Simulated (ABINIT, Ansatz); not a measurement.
# KCaCl3 (Pm-3m): G0W0 with ABINIT, start to end, part 2 of 2

Wanted: ground state, empty states, screening and self-energy for KCaCl3 (Pm-3m).

ABINIT 10.8.3; PBEsol and many-body steps on it, plane waves. Known limits of the many-body steps: not at the basis limit; coarse k mesh.

So far. Step 2 (Ground state): The gap is indirect, with the least direct gap 0.29 eV higher. Step 3 (Empty states on the mesh, 2×2×2 mesh, 104 bands): On this mesh the gap is 4.647 eV.

## 4. Screening, 2×2×2 mesh, 96 bands, screening to 98 eV

The RPA dielectric matrix is built and inverted for each q.

This step: RPA screening on PBEsol, plane waves, norm-conserving pseudopotentials.

Input file run.abi:

```
acell 3*1.0 Angstrom
rprim 
  5.393523000000 0.000000000000 0.000000000000
  0.000000000000 5.393523000000 0.000000000000
  0.000000000000 0.000000000000 5.393523000000
ntypat 3
znucl 19 20 17
natom 5
typat 1 2 3 3 3
xred 
  0.000000000000 0.000000000000 0.000000000000
  0.500000000000 0.500000000000 0.500000000000
  0.000000000000 0.500000000000 0.500000000000
  0.500000000000 0.000000000000 0.500000000000
  0.500000000000 0.500000000000 0.000000000000
pp_dirpath "pseudos"
pseudos "K.upf, Ca.upf, Cl.upf"
ecut 33
ngkpt 2 2 2
nshiftk 1
shiftk 0 0 0
kptopt 1
chksymbreak 0
istwfk *1
occopt 1
irdwfk 1
optdriver 3
nband 96
ecuteps 3.6
inclvkb 2
awtr 1
symchi 1
indata_prefix "in"
outdata_prefix "out"
tmpdata_prefix "tmp"
```

Launch:

```bash
$ OMP_NUM_THREADS=1 mpirun -n 4 abinit run.abi > log
```

Numbers of over 12 decimals in the logs are rounded to 6 here.

The program printed:

```text
.Version 10.8.3 of ABINIT. v10.8.2 released Aug 2026.

 Symmetries : space group Pm -3 m (#221); Bravais cP (primitive cubic)
[... echo of the input left out ...]
== DATASET  1 ==================================================================
-   mpi_nproc: 4, omp_nthreads: 1 (-1 if OMP is not activated)

--- !DatasetInfo
iteration_state: {dtset: 1, }
dimensions: {natom: 5, nkpt: 4, mband: 96, nsppol: 1, nspinor: 1, nspden: 1, mpw: 9627, }
cutoff_energies: {ecut:  33.0, pawecutdg:  -1.0, }
electrons: {nelect:   4.00000000E+01, charge:   0.00000000E+00, occopt:   1.00000000E+00, tsmear:   1.00000000E-02, }

 SCREENING: Calculation of the susceptibility and dielectric matrices

 Based on a program developped by R.W. Godby, V. Olevano, G. Onida, and L. Reining.
 Incorporated in ABINIT by V. Olevano, G.-M. Rignanese, and M. Torrent.
.Using double precision arithmetic ; gwpc =  8

[... cell and pseudopotentials left out ...]
--------------------------------------------------------------------------------

 ==== K-mesh for the wavefunctions ====
 Number of points in the irreducible wedge :     4
[... list of points left out ...]
 Together with 48 symmetry operations and time-reversal symmetry
 yields     8 points in the full Brillouin Zone.

 ==== Q-mesh for the screening function ====
 Number of points in the irreducible wedge :     4
[... list of points left out ...]
 Together with 48 symmetry operations and time-reversal symmetry
 yields     8 points in the full Brillouin Zone.

 setmesh: FFT mesh size selected  =    36x   36x   36
          total number of points  =        46656

 vcoul_init : cutoff-mode = AUXILIARY_FUNCTION
 q-points for optical limit:   1
     1)      0.000010    0.000020    0.000030

- screening: taking advantage of time-reversal symmetry
- Maximum band index for partially occupied states nbvw = 20
- Remaining bands to be divided among processors   nbcw = 76
- Number of bands treated by each node ~19

 Number of electrons calculated from density =   40.0000; Expected =   40.0000
 average of density, n =  0.037779
 r_s =    1.8488
 omega_plasma =   18.7490 [eV]

 calculating chi0 at frequencies [eV] :
  1    0.000000E+00    0.000000E+00
  2    0.000000E+00    1.874902E+01

--------------------------------------------------------------------------------
  q-point number  1        q = ( 0.000000, 0.000000, 0.000000) [r.l.u.]
--------------------------------------------------------------------------------
[... chi0 elements left out ...]
 For q-point:  0.000010 0.000020 0.000030
  dielectric constant =   2.5461
  dielectric constant without local fields =   2.9948

  Average fulfillment of the sum rule on Im[epsilon] for q-point    1 :     54.08  [%]
[... wings left out ...]
  q-point number  2        q = ( 0.500000, 0.000000, 0.000000) [r.l.u.]
--------------------------------------------------------------------------------
[... chi0 elements left out ...]
  Average fulfillment of the sum rule on Im[epsilon] for q-point    2 :     61.76  [%]

 [... 2 further q-points ...]
```

It took 34 s on 4 MPI ranks of Arm Neoverse N1, shared host; peak memory 1.1 GiB.

This step gave:

```yaml
eps_infinity_with_local_fields_on_this_mesh_along_the_program_s_q_direction: 2.546
the_same_without_local_fields: 2.995
plasma_frequency: 18.75 eV
plane_waves_in_the_screening_matrix: 341
```

Local fields lower ε∞ by 15 %. On a Γ-centred mesh this coarse the value itself is usually too large, while a short band sum pulls it down.

## 5. Self-energy, 2×2×2 mesh, 96 bands, screening to 98 eV

The self-energy is evaluated for the states that the input lists, and the levels follow from it, in one-shot runs by the linearised quasiparticle equation.

This step: G0W0 on PBEsol, plane waves, norm-conserving pseudopotentials.

Edit run.abi of step 4 so:

```diff
@@ -26,8 +26,17 @@
 irdwfk 1
-optdriver 3
+optdriver 4
 nband 96
+gwcalctyp 0
+ecutsigx 33
+symsigma 1
+nkptgw 2
+kptgw 
+  0.5000000000 0.5000000000 0.5000000000
+  0.0000000000 0.0000000000 0.0000000000
+bdgw 
+  18 24
+  18 24
 ecuteps 3.6
-inclvkb 2
-awtr 1
-symchi 1
+irdscr 1
+ppmodel 1
 indata_prefix "in"
```

The program printed:

```text
.Version 10.8.3 of ABINIT. v10.8.2 released Aug 2026.

 Symmetries : space group Pm -3 m (#221); Bravais cP (primitive cubic)
[... echo of the input left out ...]
== DATASET  1 ==================================================================
-   mpi_nproc: 4, omp_nthreads: 1 (-1 if OMP is not activated)

--- !DatasetInfo
iteration_state: {dtset: 1, }
dimensions: {natom: 5, nkpt: 4, mband: 96, nsppol: 1, nspinor: 1, nspden: 1, mpw: 9627, }
cutoff_energies: {ecut:  33.0, pawecutdg:  -1.0, }
electrons: {nelect:   4.00000000E+01, charge:   0.00000000E+00, occopt:   1.00000000E+00, tsmear:   1.00000000E-02, }

 SIGMA: Calculation of the GW corrections

 Based on a program developped by R.W. Godby, V. Olevano, G. Onida, and L. Reining.
 Incorporated in ABINIT by V. Olevano, G.-M. Rignanese, and M. Torrent.
.Using double precision arithmetic ; gwpc =  8

[... cell and pseudopotentials left out ...]
--------------------------------------------------------------------------------

 ==== K-mesh for the wavefunctions ====
 Number of points in the irreducible wedge :     4
[... list of points left out ...]
 Together with 48 symmetry operations and time-reversal symmetry
 yields     8 points in the full Brillouin Zone.

 ==== Q-mesh for screening function ====
 Number of points in the irreducible wedge :     4
[... list of points left out ...]
 Together with 48 symmetry operations and time-reversal symmetry
 yields     8 points in the full Brillouin Zone.

 vcoul_init : cutoff-mode = AUXILIARY_FUNCTION
 q-points for optical limit:   1
     1)      0.000010    0.000020    0.000030
 setmesh: FFT mesh size selected  =    54x   54x   54
          total number of points  =       157464

 Number of electrons calculated from density =   40.0000; Expected =   40.0000
 average of density, n =  0.037779
 r_s =    1.8488
 omega_plasma =   18.7490 [eV]

 === KS Band Gaps ===
  >>>> For spin  1
   Minimum direct gap =   4.9356 [eV], located at k-point      :   0.0000  0.0000  0.0000
   Fundamental gap    =   4.6466 [eV], Top of valence bands at :   0.5000  0.5000  0.5000
                                       Bottom of conduction at :   0.0000  0.0000  0.0000
 SIGMA fundamental parameters:
 PLASMON POLE MODEL  1
 number of plane-waves for SigmaX                 9627
 number of plane-waves for SigmaC and W            341
 number of plane-waves for wavefunctions          9627
 number of bands                                    96
 number of independent spin polarizations            1
 number of spinorial components                      1
 number of k-points in IBZ                           4
 number of q-points in IBZ                           4
 number of symmetry operations                      48
 number of k-points in BZ                            8
 number of q-points in BZ                            8
 number of frequencies for dSigma/dE                 9
 frequency step for dSigma/dE [eV]                0.25
 number of omega for Sigma on real axis              0
 max omega for Sigma on real axis  [eV]           0.00
 zcut for avoiding poles [eV]                     0.10

 EPSILON^-1 parameters (SCR file):
 dimension of the eps^-1 matrix on file            341
 dimension of the eps^-1 matrix used               341
 number of plane-waves for wavefunctions          9627
 number of bands                                    96
 number of q-points in IBZ                           4
 number of frequencies                               2
 number of real frequencies                          1
 number of imag frequencies                          1

 matrix elements of self-energy operator (all in [eV])

 Perturbative Calculation

--- !SelfEnergy_ee
iteration_state: {dtset: 1, }
kpoint     : [   0.500,    0.500,    0.500, ]
spin       : 1
KS_gap     :    6.260
QP_gap     :    8.820
Delta_QP_KS:    2.559
data: !SigmaeeData |
     Band     E0 <VxcDFT>   SigX SigC(E0)      Z dSigC/dE  Sig(E)    E-E0       E
       18  -0.113 -14.235 -18.503   2.599   0.809  -0.237 -15.584  -1.350  -1.462
       19  -0.113 -14.235 -18.503   2.599   0.809  -0.237 -15.584  -1.350  -1.462
       20  -0.113 -14.235 -18.503   2.599   0.809  -0.237 -15.584  -1.350  -1.462
       21   6.148  -6.512  -2.560  -2.567   0.873  -0.145  -5.302   1.210   7.357
       22   7.151  -8.334  -3.719  -2.605   0.865  -0.157  -6.597   1.738   8.889
       23   7.151  -8.334  -3.719  -2.605   0.865  -0.157  -6.597   1.738   8.889
       24   7.151  -8.334  -3.719  -2.605   0.865  -0.157  -6.597   1.738   8.889

--- !SelfEnergy_ee
iteration_state: {dtset: 1, }
kpoint     : [   0.000,    0.000,    0.000, ]
spin       : 1
KS_gap     :    4.936
QP_gap     :    7.343
Delta_QP_KS:    2.408
data: !SigmaeeData |
     Band     E0 <VxcDFT>   SigX SigC(E0)      Z dSigC/dE  Sig(E)    E-E0       E
       18  -0.402 -14.256 -18.546   2.606   0.809  -0.236 -15.618  -1.363  -1.764
       19  -0.402 -14.256 -18.546   2.606   0.809  -0.236 -15.618  -1.363  -1.764
       20  -0.402 -14.256 -18.546   2.606   0.809  -0.236 -15.618  -1.363  -1.764
       21   4.534  -6.780  -2.943  -2.636   0.870  -0.149  -5.734   1.045   5.579
       22   5.431 -11.616  -5.726  -2.900   0.845  -0.183  -9.089   2.527   7.958
       23   5.431 -11.616  -5.726  -2.900   0.845  -0.183  -9.089   2.527   7.958
       24   5.431 -11.616  -5.726  -2.900   0.845  -0.183  -9.089   2.527   7.958

== END DATASET(S) ==============================================================
================================================================================

 -outvars: echo values of variables after computation  --------
           etotal      0.0000000000E+00
            nband          96
             nkpt           4
          spgroup         221
 [... the other variables as echoed above ...]

 Calculation completed.
```

Run time: 20 s. Hardware: 4 MPI ranks; peak memory 1.2 GiB.

Numbers from this step:

```yaml
g0w0_gap_on_the_points_computed: 7.041 eV
starting_gap_on_the_mesh: 4.647 eV
k_of_the_valence_top: 0.5, 0.5, 0.5
k_of_the_conduction_bottom: 0, 0, 0
z_at_the_valence_top: 0.809
z_at_the_conduction_bottom: 0.87
least_direct_g0w0_gap_on_the_computed_points: 7.343 eV
```

The gap on the mesh goes from 4.65 eV to 7.04 eV, a correction of +2.39 eV.

Limits: finite bands, cutoff and mesh; coarse k mesh. v1 is the top filled band, c1 the lowest empty one. Levels before and after the correction, in eV, zero at the valence-band top of each column:

```csv
,conduction bottom,valence top
Kohn-Sham,4.65,0.00
G0W0,7.04,0.00
```

```csv
,level,energy (eV)
Kohn-Sham,(0.5 0.5 0.5) v3-v1,0.000
Kohn-Sham,(0.5 0.5 0.5) c1,6.261
Kohn-Sham,(0.5 0.5 0.5) c2-c4,7.264
Kohn-Sham,Γ v3-v1,-0.289
Kohn-Sham,Γ c1,4.647
Kohn-Sham,Γ c2-c4,5.544
G0W0,(0.5 0.5 0.5) v3-v1,0.000
G0W0,(0.5 0.5 0.5) c1,8.819
G0W0,(0.5 0.5 0.5) c2-c4,10.351
G0W0,Γ v3-v1,-0.302
G0W0,Γ c1,7.041
G0W0,Γ c2-c4,9.420
```

## 6. Where the time went

Times are wall times on 4 MPI ranks of Arm Neoverse N1, shared host, good to a factor of about two.

```csv
step,time,share,memory (GiB)
ground state,59 s,34 %,0.48
empty states on the mesh,61 s,35 %,0.42
screening,34 s,20 %,1.1
self-energy,20 s,12 %,1.2
```

## 7. Outcome

```json
{
  "PBEsol gap": "4.65 eV, indirect",
  "G0W0 gap on the mesh": "7.04 eV",
  "GW settings": "2×2×2 mesh, 96 bands, screening to 98 eV, Godby-Needs plasmon pole",
  "known limits": "not at the basis limit; coarse k mesh"
}
```

In words: G0W0 moves the gap on the mesh from 4.65 eV to 7.04 eV (+2.39 eV), with Z of 0.81 and 0.87 at the edges. Local fields lower the RPA ε∞ on this mesh from 2.99 to 2.55; a Γ-centred mesh this coarse tends to raise both, most where the direct gap is narrow, while a short band sum lowers them. Only 2 of the mesh's irreducible points were corrected, so a valley elsewhere could overtake. Bands and cutoff are finite, so the gap is not at the basis limit. The miss can reach some tenths of an eV and take either sign; the mesh is an error of its own. In the G0W0 run levels were corrected at 2 k points alone, so a gap called «on the mesh» is the least over those, and an edge elsewhere would be missed. The 2×2×2 mesh is coarse for this cell, which bears on the long-range parts of exchange and screening. This is the ideal cubic cell; many perovskites, halides above all, are cubic only on average, and local tilts or off-centring can widen the gap.

[Paths, hosts, dates, memory and timing lines, banners, echoed tables and standing remarks are left out of the program output.]

[Logs are printed without paths, hosts, clocks, repeated set-up lines and the standing remarks that a program may print on its own settings, such as how far it seeks lower states.]

[Runs of the session that timed out or met a known fault of the program may be left out.]

[Hosts, paths, dates, database ids (printed as entryN), source tags and the programs' standing remarks are cut or masked in the printed files.]

[G0W0 gaps are taken among the corrected bands and points alone; a level outside them can change the order at an edge.]

[Where Ansatz stands beside ABINIT at settings called matched, ABINIT's density can come from a denser mesh and the files from another edition; pairs whose starting gaps differed by over 0.03 eV were left out, so agreement reads better than it is.]
